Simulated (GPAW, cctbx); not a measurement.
# NaZnCl3: what bonding does to one electron reflection, worked out

NaZnCl3, R32 (no. 155), a = 6.9125 Å, b = 6.9125 Å, c = 8.5419 Å, α = 90.00°, β = 90.00°, γ = 120.00°.

```
atom  mult.       x       y    z
 Zn1      3       0       0    0
 Cl1      9  0.8146  0.1479  1/6
 Na1      3     1/3     2/3  1/6
```

The start was made by putting kin elements into a known structure type; the compound need not exist, or be stable, in this form.

A DFT run (GPAW, PBE, 450 eV, 4×4×4 k-points, Fermi–Dirac width 0.05 eV) gives the static X-ray structure factor of 1 0 -2 as 64.178 e for the conventional cell; superposed free atoms give 65.498 e. **Problem.** Find the Fourier component V of the crystal potential and the two-beam extinction distance at 300 kV in both cases.

## 1. Geometry

The cell volume is Ω = 353.47 Å³ and d(1 0 -2) = 3.4768 Å, so g = 1/d = 0.2876 Å⁻¹.

## 2. The nuclei

Electrons feel nuclei as well as electrons, so the nuclear charges are summed with the same phases.

Phase sums Σ exp(2πi h·x), turned so that the total is real and positive: Zn +3.000, Cl -2.958, Na +3.000. Then F_Z = 30 × (+3.000) + 17 × (-2.958) + 11 × (+3.000) = 72.71 e. The electron term has the same sign for this reflection.

## 3. Mott–Bethe

Poisson's equation, term by term, gives V = (e/4πε₀)(F_Z − F)/(πΩg²), with e/4πε₀ = 14.3996 V Å.

The prefactor is 14.3996 × 3.4768²/(π × 353.47) = 0.15675 V per electron. Free atoms: (72.71 − 65.498) × 0.15675 = 1.130 V. Crystal: (72.71 − 64.178) × 0.15675 = 1.337 V. F changes by -2.02 % and V by +18.3 %: the same 1.32 e is measured against F_Z − F = 7.2 e in place of F = 65.5 e.

## 4. Extinction distance

In the two-beam case ξ = 1/(λU) with U = 2γm₀eV/h², that is ξ = 150.41 V Å²/(γλV).

At 300 kV, λ = 0.01969 Å and γ = 1.5871. Free atoms: ξ = 4260 Å. Crystal: ξ = 3601 Å. The thickness fringes go as sin²(πt/ξ), so the two patterns slip by a quarter of a period when t|1/ξ₁ − 1/ξ₀| = 1/4, at t ≈ 582 nm. Thermal motion, absorption and many-beam coupling, left out here, change a real pattern.

## 5. Answer

V(1 0 -2) is 1.34 V against 1.13 V, and ξ is 3601 against 4260 Å. Limits: static atoms, two beams.

[Outputs are excerpts: Python notices, other lines and further rows are left out; steps that failed or that the build refused (PBEsol, TPSS) are not shown.]

[Logs are printed without paths, hosts, clocks, repeated set-up lines and the standing remarks that a program may print on its own settings, such as how far it seeks lower states.]
